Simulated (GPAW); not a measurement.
# How the plane-wave cutoff moves the magnetism of linear Re chain, spacing 2.823 A, part 2 of 2

Wanted: the cheapest choice of the plane-wave cutoff that holds the magnetic results of linear Re chain, spacing 2.823 A.

GPAW 26.7.0; LDA; plane waves with GPAW's PAW setups, scalar-relativistic.

So far, largest spin moment in the augmentation sphere (μB): step 2 (rung 1 (250 eV), start ferro +) 2.42; step 5 (rung 2 (325 eV), start antiferro q=(0,0,1/2) +-) 2.82; step 6 (rung 3 (400 eV), start ferro +) 2.44; step 7 (rung 3 (400 eV), start antiferro q=(0,0,1/2) +-) 2.82; step 8 (rung 4 (500 eV), start ferro +) 2.44.

**9. Rung 4 (500 eV), start antiferro q=(0,0,1/2) +-**

order2.py reads:

```python
import json
import numpy as np
from ase import Atoms
from ase.parallel import paropen, parprint
from gpaw import GPAW

atoms = Atoms(['Re', 'Re'],
    cell=[[12.0, 0.0, 0.0],
         [0.0, 12.0, 0.0],
         [0.0, 0.0, 5.646]],
    scaled_positions=[[0.5, 0.5, 0.0],
         [0.5, 0.5, 0.5]],
    pbc=True,
    magmoms=[1.0, -1.0])
atoms.calc = GPAW(mode={'name': 'pw', 'ecut': 500},
    xc='LDA',
    kpts={'size': (1, 1, 5), 'gamma': True},
    occupations={'name': 'fermi-dirac', 'width': 0.05},
    convergence={'density': 1e-05, 'energy': 1e-05},
    maxiter=200,
    symmetry={'tolerance': 1e-4},
    txt='order2.txt')
e = atoms.get_potential_energy(force_consistent=True)
res = {'free_energy': e, 'energy_sigma0': atoms.get_potential_energy(), 'fermi_energy': atoms.calc.get_fermi_level()}
res['moments'] = atoms.get_magnetic_moments().tolist()
res['total'] = atoms.get_magnetic_moment()
parprint('site moments (muB):', np.round(res['moments'], 3))
parprint(f"total moment: {res['total']:.3f} muB")
parprint(f'free energy: {e:.6f} eV')
atoms.calc.write('order2.gpw')
with paropen('results.json', 'w') as f:
    json.dump(res, f)
```

The run is started by

```sh
OMP_NUM_THREADS=1 python3 order2.py > order2.log
```

What it wrote:

```text
site moments (muB): [ 2.824 -2.824]
total moment: -0.000 muB
free energy: -11.089868 eV

--- order2.txt ---
Input parameters:
  mode=PW(ecut=500),
  convergence={'density': 1e-05, 'energy': 1e-05},
  kpts=MonkhorstPack(size=(1, 1, 5), gamma=True),
  maxiter=200,
  occupations=Occupations(name='fermi-dirac', width=0.05),
  symmetry=Symmetry(tolerance=0.0001),
  xc=XC(name='LDA')

Diagonalizing LCAO Hamiltonian
[...]
|          6 |        -8.045 |     1.000 |        -8.045 |     1.000 |
|          7 |        -5.868 |     1.000 |        -5.868 |     1.000 |
[...]
|         16 |        -2.264 |     0.000 |        -2.264 |     0.000 |
|         17 |        -1.905 |     0.000 |        -1.905 |     0.000 |
|         18 |        -1.905 |     0.000 |        -1.905 |     0.000 |
|         19 |        -1.039 |     0.000 |        -1.039 |     0.000 |

No gap
No difference between direct/indirect transitions


[key lines of the parts left out:]
Free energy:     -11.089868
Converged in 15 steps
dipole moment: (-0.000002, -0.000002, -19.251173)  # |e|*Ang
Fermi level: -3.766
```

The job ended after 23 s (1 MPI rank of AMD EPYC 9R45, shared host; peak memory 0.46 GiB).

Read from the output:

```yaml
magnetization: 0 μB
final_state: antiferromagnetic
largest_moment: 2.824 μB
```

This start lies -189.6 meV a seeded atom from the first, a change of +0.1 meV since rung 3; its largest moment is 2.82 μB.

**10. Rung 5 (650 eV), start ferro +**

order1.py reads:

```python
import json
import numpy as np
from ase import Atoms
from ase.parallel import paropen, parprint
from gpaw import GPAW

atoms = Atoms(['Re'],
    cell=[[12.0, 0.0, 0.0],
         [0.0, 12.0, 0.0],
         [0.0, 0.0, 2.823]],
    scaled_positions=[[0.5, 0.5, 0.0]],
    pbc=True,
    magmoms=[1.0])
atoms.calc = GPAW(mode={'name': 'pw', 'ecut': 650},
    xc='LDA',
    kpts={'size': (1, 1, 10), 'gamma': True},
    occupations={'name': 'fermi-dirac', 'width': 0.05},
    convergence={'density': 1e-05, 'energy': 1e-05},
    maxiter=200,
    symmetry={'tolerance': 1e-4},
    txt='order1.txt')
e = atoms.get_potential_energy(force_consistent=True)
res = {'free_energy': e, 'energy_sigma0': atoms.get_potential_energy(), 'fermi_energy': atoms.calc.get_fermi_level()}
res['moments'] = atoms.get_magnetic_moments().tolist()
res['total'] = atoms.get_magnetic_moment()
parprint('site moments (muB):', np.round(res['moments'], 3))
parprint(f"total moment: {res['total']:.3f} muB")
parprint(f'free energy: {e:.6f} eV')
atoms.calc.write('order1.gpw')
with paropen('results.json', 'w') as f:
    json.dump(res, f)
```

The run is started by

```sh
OMP_NUM_THREADS=1 python3 order1.py > order1.log
```

What it wrote:

```text
site moments (muB): [2.44]
total moment: 3.200 muB
free energy: -5.361377 eV

--- order1.txt ---
Input parameters:
  mode=PW(ecut=650),
  convergence={'density': 1e-05, 'energy': 1e-05},
  kpts=MonkhorstPack(size=(1, 1, 10), gamma=True),
  maxiter=200,
  occupations=Occupations(name='fermi-dirac', width=0.05),
  symmetry=Symmetry(tolerance=0.0001),
  xc=XC(name='LDA')

Diagonalizing LCAO Hamiltonian
[...]
|          3 |        -8.538 |     1.000 |        -7.748 |     1.000 |
|          4 |        -6.140 |     1.000 |        -4.489 |     0.962 |
[...]
|          8 |        -3.246 |     0.000 |        -1.892 |     0.000 |
|          9 |        -2.245 |     0.000 |        -1.531 |     0.000 |
|         10 |        -2.245 |     0.000 |        -1.531 |     0.000 |
|         11 |         0.375 |     0.000 |         0.471 |     0.000 |

No gap
No difference between direct/indirect transitions


[key lines of the parts left out:]
Free energy:      -5.361377
Converged in 14 steps
dipole moment: (-0.000001, -0.000001, -9.657609)  # |e|*Ang
Fermi level: -4.327
```

It took 17 s on 1 MPI rank; peak memory 0.39 GiB.

Read from the output:

- magnetization: 3.200 μB
- final state: ferromagnetic
- largest moment: 2.440 μB

The largest moment is that of rung 4, at 1.6 times its CPU time.

**11. Rung 5 (650 eV), start antiferro q=(0,0,1/2) +-**

order2.py is the script of step 9 with these lines changed:

```diff
@@ -14,3 +14,3 @@
     magmoms=[1.0, -1.0])
-atoms.calc = GPAW(mode={'name': 'pw', 'ecut': 500},
+atoms.calc = GPAW(mode={'name': 'pw', 'ecut': 650},
     xc='LDA',
```

The run is started by

```sh
OMP_NUM_THREADS=1 python3 order2.py > order2.log
```

What it wrote:

```text
site moments (muB): [ 2.825 -2.825]
total moment: 0.000 muB
free energy: -11.101876 eV

--- order2.txt ---
Input parameters:
  mode=PW(ecut=650),
  convergence={'density': 1e-05, 'energy': 1e-05},
  kpts=MonkhorstPack(size=(1, 1, 5), gamma=True),
  maxiter=200,
  occupations=Occupations(name='fermi-dirac', width=0.05),
  symmetry=Symmetry(tolerance=0.0001),
  xc=XC(name='LDA')

Diagonalizing LCAO Hamiltonian
[...]
|          6 |        -8.045 |     1.000 |        -8.045 |     1.000 |
|          7 |        -5.868 |     1.000 |        -5.868 |     1.000 |
[...]
|         16 |        -2.263 |     0.000 |        -2.263 |     0.000 |
|         17 |        -1.905 |     0.000 |        -1.905 |     0.000 |
|         18 |        -1.905 |     0.000 |        -1.905 |     0.000 |
|         19 |        -1.039 |     0.000 |        -1.039 |     0.000 |

No gap
No difference between direct/indirect transitions


[key lines of the parts left out:]
Free energy:     -11.101876
Converged in 14 steps
dipole moment: (-0.000002, -0.000002, -19.252593)  # |e|*Ang
Fermi level: -3.766
```

Elapsed: 30 s, on 1 MPI rank; peak memory 0.63 GiB.

Read from the output:

| Quantity | Value |
| --- | --- |
| magnetization | 0 μB |
| final state | antiferromagnetic |
| largest moment | 2.825 μB |

This start lies -189.6 meV a seeded atom from the first, a change of +0.0 meV since rung 4; its largest moment is 2.82 μB.

**12. Rung 6 (800 eV), start ferro +**

order1.py is the script of step 10 with these lines changed:

```diff
@@ -13,3 +13,3 @@
     magmoms=[1.0])
-atoms.calc = GPAW(mode={'name': 'pw', 'ecut': 650},
+atoms.calc = GPAW(mode={'name': 'pw', 'ecut': 800},
     xc='LDA',
```

The run is started by

```sh
OMP_NUM_THREADS=1 python3 order1.py > order1.log
```

What it wrote:

```text
site moments (muB): [2.44]
total moment: 3.200 muB
free energy: -5.361598 eV

--- order1.txt ---
Input parameters:
  mode=PW(ecut=800),
  convergence={'density': 1e-05, 'energy': 1e-05},
  kpts=MonkhorstPack(size=(1, 1, 10), gamma=True),
  maxiter=200,
  occupations=Occupations(name='fermi-dirac', width=0.05),
  symmetry=Symmetry(tolerance=0.0001),
  xc=XC(name='LDA')

Diagonalizing LCAO Hamiltonian
[...]
|          3 |        -8.538 |     1.000 |        -7.748 |     1.000 |
|          4 |        -6.140 |     1.000 |        -4.489 |     0.962 |
[...]
|          8 |        -3.246 |     0.000 |        -1.892 |     0.000 |
|          9 |        -2.245 |     0.000 |        -1.531 |     0.000 |
|         10 |        -2.245 |     0.000 |        -1.531 |     0.000 |
|         11 |         0.381 |     0.000 |         0.470 |     0.000 |

No gap
No difference between direct/indirect transitions


[key lines of the parts left out:]
Free energy:      -5.361598
Converged in 14 steps
dipole moment: (-0.000001, -0.000001, -9.657623)  # |e|*Ang
Fermi level: -4.327
```

Elapsed: 20 s, on 1 MPI rank; peak memory 0.49 GiB.

Read from the output:

| Quantity | Value |
| --- | --- |
| magnetization | 3.200 μB |
| final state | ferromagnetic |
| largest moment | 2.440 μB |

The largest moment is that of rung 5, at 1.1 times its CPU time.

**13. Rung 6 (800 eV), start antiferro q=(0,0,1/2) +-**

order2.py is the script of step 11 with these lines changed:

```diff
@@ -14,3 +14,3 @@
     magmoms=[1.0, -1.0])
-atoms.calc = GPAW(mode={'name': 'pw', 'ecut': 650},
+atoms.calc = GPAW(mode={'name': 'pw', 'ecut': 800},
     xc='LDA',
```

The run is started by

```sh
OMP_NUM_THREADS=1 python3 order2.py > order2.log
```

What it wrote:

```text
site moments (muB): [ 2.825 -2.825]
total moment: -0.000 muB
free energy: -11.102320 eV

--- order2.txt ---
Input parameters:
  mode=PW(ecut=800),
  convergence={'density': 1e-05, 'energy': 1e-05},
  kpts=MonkhorstPack(size=(1, 1, 5), gamma=True),
  maxiter=200,
  occupations=Occupations(name='fermi-dirac', width=0.05),
  symmetry=Symmetry(tolerance=0.0001),
  xc=XC(name='LDA')

Diagonalizing LCAO Hamiltonian
[...]
|          6 |        -8.045 |     1.000 |        -8.045 |     1.000 |
|          7 |        -5.868 |     1.000 |        -5.868 |     1.000 |
[...]
|         16 |        -2.263 |     0.000 |        -2.263 |     0.000 |
|         17 |        -1.905 |     0.000 |        -1.905 |     0.000 |
|         18 |        -1.905 |     0.000 |        -1.905 |     0.000 |
|         19 |        -1.039 |     0.000 |        -1.039 |     0.000 |

No gap
No difference between direct/indirect transitions


[key lines of the parts left out:]
Free energy:     -11.102320
Converged in 15 steps
dipole moment: (-0.000002, -0.000002, -19.252656)  # |e|*Ang
Fermi level: -3.766
```

The job ended after 41 s (1 MPI rank; peak memory 0.87 GiB).

Numbers from this step:

```yaml
magnetization: 0 μB
final_state: antiferromagnetic
largest_moment: 2.825 μB
```

This start lies -189.6 meV a seeded atom from the first, a change of -0.0 meV since rung 5; its largest moment is 2.82 μB.

**14. Side by side**

Ladder, by row:

```csv
rung,cutoff (eV),state from the first start,state from the second start,second less first (meV a seeded atom),"moment, first (μB)","moment, second (μB)",CPU time (s)
1,250,ferromagnetic,antiferromagnetic,-186.2,2.421,2.795,15.27
2,325,ferromagnetic,antiferromagnetic,-189.2,2.439,2.822,17.43
3,400,ferromagnetic,antiferromagnetic,-189.7,2.44,2.824,23.4
4,500,ferromagnetic,antiferromagnetic,-189.6,2.44,2.824,33.3
5,650,ferromagnetic,antiferromagnetic,-189.6,2.44,2.825,47.59
6,800,ferromagnetic,antiferromagnetic,-189.6,2.44,2.825,60.42
```

**15. Outcome**

```json
{"range of the moment in the table, second start": "2.80 to 2.82 μB", "range of CPU time": "15 s to 60 s", "range of the energy difference": "-190 to -186 meV a seeded atom", "first rung from which all stay within 9.5 meV of the last": "1"}
```

From rung 1 on the result stays within 3.4 meV of the last rung, inside the margin of 9.5 meV set for it, at 25 % of the last rung's cost. The second start ends lower on every rung of the table; whether functional and cell give the true order is another question.

[Logs and program files are shortened in this print: banners, set-up blocks, solver, clock and traceback lines can be left out without a mark of their own.]

[Logs are printed without paths, hosts, clocks, repeated set-up lines and the standing remarks that a program may print on its own settings, such as how far it seeks lower states.]

[Hosts, paths, dates, database ids (printed as entryN), source tags and the programs' standing remarks are cut or masked in the printed files.]

[Where a cell is said to come from a database of computed structures, the database is the Materials Project.]
